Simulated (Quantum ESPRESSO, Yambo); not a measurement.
# A GW chain in Yambo: SrTiO3 (Tausonite), part 3 of 3

Aim: the G0W0 gap of SrTiO3 (Tausonite) on PBE, step by step.

Quantum ESPRESSO 7.5 and Yambo 5.3.0; PBE and many-body steps on it, plane waves. Known limits of the many-body steps: not at the basis limit; no spin-orbit coupling; coarse k mesh.

So far. Step 3 (Bands along the symmetry lines): The gap is 1.908 eV, as in the run before at this level. Step 4 (Empty states on the mesh, 4×4×4 mesh, 402 bands): On this mesh the gap is 1.908 eV.

## Step 6: Screening and self-energy, 4×4×4 mesh, 402 bands, screening to 272.1 eV

Now the one-shot GW correction: screening in the RPA, then the self-energy of the levels asked for.

This step: G0W0 on PBE, plane waves, norm-conserving pseudopotentials.

gw3.in

```
HF_and_locXC
gw0
dyson
ppa
em1d
rim_cut
RandQpts= 1000000
RandGvec= 1 RL
EXXRLvcs= 76 Ry
VXCRLvcs= 304 Ry
Chimod= "HARTREE"
% BndsRnXp
 1 | 402 |
%
NGsBlkXp= 20 Ry
% LongDrXp
 1 | 1 | 1 |
%
% GbndRnge
 1 | 402 |
%
DysSolver= "n"
ExtendOut
PPAPntXp= 27.21138 eV
% QPkrange
 10 | 10 | 19 | 22 |
 1 | 1 | 19 | 22 |
%
```

Run with:

```sh
OMP_NUM_THREADS=1 mpirun -n 4 yambo -F gw3.in -J gw3 -C gw3 > gw3.log
```

The log of the run:

```text
 Yambo, version 5.3.0

 [02] CORE Variables Setup
 =========================

  [... cell, symmetries and grids as in the set-up ...]

  [02.05] Energies & Occupations
  ==============================

  [X] === General ===
  [X] Electronic Temperature                        :  0.000000  0.000000 [eV K]
  [X] Bosonic    Temperature                        :  0.000000  0.000000 [eV K]
  [X] Finite Temperature mode                       : no
  [X] El. density                                   :  0.67159E+24 [cm-3]
  [X] Fermi Level                                   :  10.04689 [eV]

  [X] === Gaps and Widths ===
  [X] Conduction Band Min                           :  1.907663 [eV]
  [X] Valence Band Max                              :  0.000000 [eV]
  [X] Filled Bands                                  :  20
  [X] Empty Bands                                   :    21   402
  [X] Direct Gap                                    :  2.262791 [eV]
  [X] Direct Gap localized at k                     :  1
  [X] Indirect Gap                                  :  1.907663 [eV]
  [X] Indirect Gap between kpts                     :  10   1
  [X] Last valence band width                       :  0.731989 [eV]
  [X] 1st conduction band width                     :  2.609048 [eV]

 [03] Transferred momenta grid and indexing
 ==========================================

 IBZ Q-points                                      :  10
 BZ  Q-points                                      :   64

 K/Q-points units:
 rlu = crystal or reduced units; cc = cartesian coordinates; iku = interal k-units

 Q [ 1]         [rlu]:  0.000000  0.000000  0.000000
 Q [ 2]         [rlu]:  0.000000  0.000000  0.250000
 Q [ 3]         [rlu]:  0.000000  0.000000 -0.500000
 Q [ 4]         [rlu]:  0.000000  0.250000  0.250000
 Q [ 5]         [rlu]:  0.000000  0.250000 -0.500000
 Q [ 6]         [rlu]:  0.000000 -0.500000 -0.500000
 Q [ 7]         [rlu]:  0.250000  0.250000  0.250000
 Q [ 8]         [rlu]:  0.250000  0.250000 -0.500000
 Q [ 9]         [rlu]:  0.250000 -0.500000 -0.500000
 Q [10]         [rlu]: -0.500000 -0.500000 -0.500000

 [04] Coloumb potential Random Integration (RIM)
 ===============================================

  [04.01] RIM initialization
  ==========================

  * Diagonal components only detected *

  8 x (sBL volume)        :  0.077143 [a.u.]
  sBZ random points       :  1000000
  Points outside the sBZ  :   7992674
  RL volume               :  0.617144 [a.u.]
  Integrated volume       :  0.617710 [a.u.]

  [04.02] RIM integrals
  =====================

  Gamma point sphere radius             :  0.077218 [a.u.]
  Points outside the sphere             :   799758
  [Int_sBZ(q=0) 1/q^2]*(Vol_sBZ)^(-1/3) =:  7.677921
                                 should be <:  7.795600

  Summary of Coulomb integrals for non-metallic bands |Q|[au] RIM/Bare

  Q [1] 0.100000E-4 0.984904 * Q [2] 0.212848 1.050352
  Q [4] 0.301012 1.048056 * Q [7] 0.368663 1.034451
  Q [3] 0.425695 1.019613 * Q [5] 0.475942 1.017752
  Q [8] 0.521368 1.015471 * Q [6] 0.602024 1.012155
  Q [9] 0.638543 1.010963 * Q [10] 0.737326 1.008585

 [05] Dipoles
 ============

  [05.01] Setup: observables and procedures
  =========================================

  [WARNING] [x,Vnl] slows the Dipoles computation. To neglect it rename the ns.kb_pp file

 [06] Dynamic Dielectric Matrix (PPA)
 ====================================

 [WR./gw3//ndb.pp]---------------------------------------------------------------
  Brillouin Zone Q/K grids (IBZ/BZ)                :   10   64   10   64
  RL vectors                                       :   5743 [WF]
  Coulomb cutoff potential                         : none
  Electronic Temperature                           :  0.000000 [K]
  Bosonic    Temperature                           :  0.000000 [K]
  PPA    diel. fun.  energies                      : Perdew, Burke & Ernzerhof(X)+Perdew, Burke & Ernzerhof(C)
  wavefunctions                                    : Perdew, Burke & Ernzerhof(X)+Perdew, Burke & Ernzerhof(C)
  Global Gauge                                     : length
  X matrix size                                    :   691
  X band range                                     :     1   402
  X e/h energy range                               : -1.000000 -1.000000 [eV]
  X Time ordering                                  : R
  X Hxc Kernel                                     : HARTREE
  X Drude frequency                                :  0.000000  0.000000
  X poles                                          :  100.0000 [o/o]
  RL vectors in the sum                            :   5743
  [r,Vnl] included                                 : yes
  Field direction                                  :  0.577350E-5  0.577350E-5  0.577350E-5
  BZ energy Double Grid                            : no
  BZ energy DbGd points                            : 0
  BZ Q point size factor                           : -1.000000
  X Optical Averaged directions                    : none

 [07] Local Exchange-Correlation + Non-Local Fock
 ================================================

 [VXC] Plane waves :   36041
 [EXS] Plane waves :   4553

 QP @ state[ 1 ] K range:  1  1
 QP @ state[ 1 ] b range:  19  22
 QP @ state[ 2 ] K range:  10  10
 QP @ state[ 2 ] b range:  19  22

 [xc] Functional : Perdew, Burke & Ernzerhof(X)+Perdew, Burke & Ernzerhof(C)
 [xc] LIBXC used to calculate xc functional
  PP Number of Atomic Species                      :  3
  NLCC RL compoments                               :   36041
  PP Number of Atomic Species                      :  3
  NLCC RL compoments                               :   36041

 [xc] E_xc :  -22.32465 [Ha]
      E_xc :  -44.64929 [Ry]

  Local XC kind (lXC) : Perdew, Burke & Ernzerhof(X)+Perdew, Burke & Ernzerhof(C)
  Non-Local XC kind (nlXC) : Hartree-Fock

  Corrections @ K [1] :  [eV]
 <19|nlXC|19> = -25.25794 -0.98148E-17 <19|lXC|19> = -20.54184  0.000000
 <20|nlXC|20> = -25.25795 -0.42540E-17 <20|lXC|20> = -20.54184  0.000000
 <21|nlXC|21> = -11.48491 -0.14837E-17 <21|lXC|21> = -18.88296  0.000000
 <22|nlXC|22> = -11.48491 -0.20954E-18 <22|lXC|22> = -18.88296  0.75527E-15

  Corrections @ K [10] :  [eV]
 <19|nlXC|19> = -25.09238 -0.10312E-16 <19|lXC|19> = -20.19479  0.000000
 <20|nlXC|20> = -25.09237  0.11991E-16 <20|lXC|20> = -20.19479  0.000000
 <21|nlXC|21> = -12.96587  0.21775E-18 <21|lXC|21> = -21.98334  0.000000
 <22|nlXC|22> = -12.96587 -0.14850E-18 <22|lXC|22> = -21.98334  0.37763E-15

  [07.01] Hartree-Fock occupations report
  =======================================

  [Hartree-Fock] === General ===
  [Hartree-Fock] Electronic Temperature             :  0.000000  0.000000 [eV K]
  [Hartree-Fock] Bosonic    Temperature             :  0.000000  0.000000 [eV K]
  [Hartree-Fock] Finite Temperature mode            : no
  [Hartree-Fock] El. density                        :  0.67159E+24 [cm-3]
  [Hartree-Fock] Fermi Level                        :  10.04689 [eV]

  [Hartree-Fock] === Gaps and Widths ===
  [Hartree-Fock] Conduction Band Min                :  1.989030 [eV]
  [Hartree-Fock] Valence Band Max                   : -0.043408 [eV]
  [Hartree-Fock] Filled Bands                       :  20
  [Hartree-Fock] Empty Bands                        :    21   402
  [Hartree-Fock] Direct Gap                         :  2.584165 [eV]
  [Hartree-Fock] Direct Gap localized at k          :  2
  [Hartree-Fock] Indirect Gap                       :  2.032438 [eV]
  [Hartree-Fock] Indirect Gap between kpts          :   9   2
  [Hartree-Fock] Last valence band width            :  5.027834 [eV]
  [Hartree-Fock] 1st conduction band width          :  11.54515 [eV]

 [08] Dyson equation: Newton solver
 ==================================

  [08.01] G0W0 (W PPA)
  ====================

  [  GW  ] Bands range     :     1   402
  [GW/PPA] G damping       :  0.100000 [eV]

  QP @ state[ 1 ] K range:  1  1
  QP @ state[ 1 ] b range:  19  22
  QP @ state[ 2 ] K range:  10  10
  QP @ state[ 2 ] b range:  19  22

   Sc/G bands                                       :     1   402
   Sc/G damping                                     :  0.100000 ev
   Sc bands terminator                              : no
   Sx RL components                                 :   4553

   QP @ state[ 1 ] K range                          :  1  1
   QP @ state[ 1 ] b range                          :  19  22
   QP @ state[ 2 ] K range                          :  10  10
   QP @ state[ 2 ] b range                          :  19  22
   GF energies kind                                 : Perdew, Burke & Ernzerhof(X)+Perdew, Burke & Ernzerhof(C)
   GF WF`s kind                                     : Perdew, Burke & Ernzerhof(X)+Perdew, Burke & Ernzerhof(C)
   Xs energies kind                                 : Perdew, Burke & Ernzerhof(X)+Perdew, Burke & Ernzerhof(C)
   Xs WF`s kind                                     : Perdew, Burke & Ernzerhof(X)+Perdew, Burke & Ernzerhof(C)

 [11] Game Over & Game summary
```

Elapsed: 40 min, on 4 MPI ranks of Intel Xeon 6975P-C (Granite Rapids), shared host; peak memory 2.9 GiB.

Numbers from this step:

```
G0W0 gap on the points computed              : 3.445 eV
starting gap on the mesh                     : 1.908 eV
k of the valence top                         : -0.5, -0.5, -0.5
k of the conduction bottom                   : 0, 0, 0
least direct G0W0 gap on the computed points : 3.823 eV
Z at the valence top                         : 0.7606
Z at the conduction bottom                   : 0.7741
```

The gap on the mesh goes from 1.91 eV to 3.44 eV, a correction of +1.54 eV.

Limits: finite bands, cutoff and mesh; no spin-orbit coupling; coarse k mesh. v1 is the top filled band, c1 the lowest empty one. Levels before and after the correction, in eV, zero at the valence-band top of each column:

```
           conduction bottom  valence top
Kohn-Sham               1.91         0.00
     G0W0               3.44         0.00
```

```csv
,level,energy (eV)
Kohn-Sham,Γ v2-v1,-0.355
Kohn-Sham,Γ c1-c2,1.908
Kohn-Sham,(-0.5 -0.5 -0.5) v2-v1,0.000
Kohn-Sham,(-0.5 -0.5 -0.5) c1-c2,4.517
G0W0,Γ v2-v1,-0.379
G0W0,Γ c1-c2,3.445
G0W0,(-0.5 -0.5 -0.5) v2-v1,0.000
G0W0,(-0.5 -0.5 -0.5) c1-c2,6.292
```

## Step 7: Where the time went

Times are wall times on the hardware named with each run, good to a factor of about two.

| step | time | share | memory (GiB) |
| --- | --- | --- | --- |
| ground state | 15 s | 1 % | 0.35 |
| bands along the symmetry lines | 10 s | 0 % | 0.29 |
| empty states on the mesh | 71 s | 3 % | 0.93 |
| conversion and set-up | 3.6 s | 0 % | 0.25 |
| screening and self-energy | 40 min | 96 % | 2.9 |

## Step 8: Summary of results

```json
{"PBE gap": "1.91 eV, indirect", "G0W0 gap on the mesh": "3.44 eV", "GW settings": "4×4×4 mesh, 402 bands, screening to 272.1 eV, Godby-Needs plasmon pole", "known limits": "not at the basis limit; no spin-orbit coupling; coarse k mesh"}
```

G0W0 moves the gap on the mesh from 1.91 eV to 3.44 eV (+1.54 eV), with Z of 0.76 and 0.77 at the edges. Only 2 of the mesh's irreducible points were corrected, so a valley elsewhere could overtake. The dearest step here is «screening and self-energy». Against experiment, by G0W0@PBE: the direct gap of 3.82 eV lies +0.05 eV from the measured 3.77 eV (direct, 300 K, 2013). An exciton line or allowed optical edge lies below the quasiparticle gap by the binding energy; a forbidden edge can push the onset above it. The calculation has static nuclei and no excitons; a measured gap holds zero-point and thermal motion, which mostly lowers it. Bands and cutoff are finite, so the gap is not at the basis limit. The miss can reach some tenths of an eV and take either sign; the mesh is an error of its own. In the G0W0 run levels were corrected at 2 k points alone, so a gap called «on the mesh» is the least over those, and an edge elsewhere would be missed. The 4×4×4 mesh is coarse for this cell, which bears on the long-range parts of exchange and screening. This is the ideal cubic cell; many perovskites, halides above all, are cubic only on average, and local tilts or off-centring can widen the gap. The many-body steps are scalar-relativistic: spin-orbit coupling is not in them.

[Paths, hosts, dates, memory and timing lines, banners, echoed tables and standing remarks are left out of the program output.]

[Logs are printed without paths, hosts, clocks, repeated set-up lines and the standing remarks that a program may print on its own settings, such as how far it seeks lower states.]

[Runs of the session that timed out or met a known fault of the program may be left out.]

[Hosts, paths, dates, database ids (printed as entryN), source tags and the programs' standing remarks are cut or masked in the printed files.]
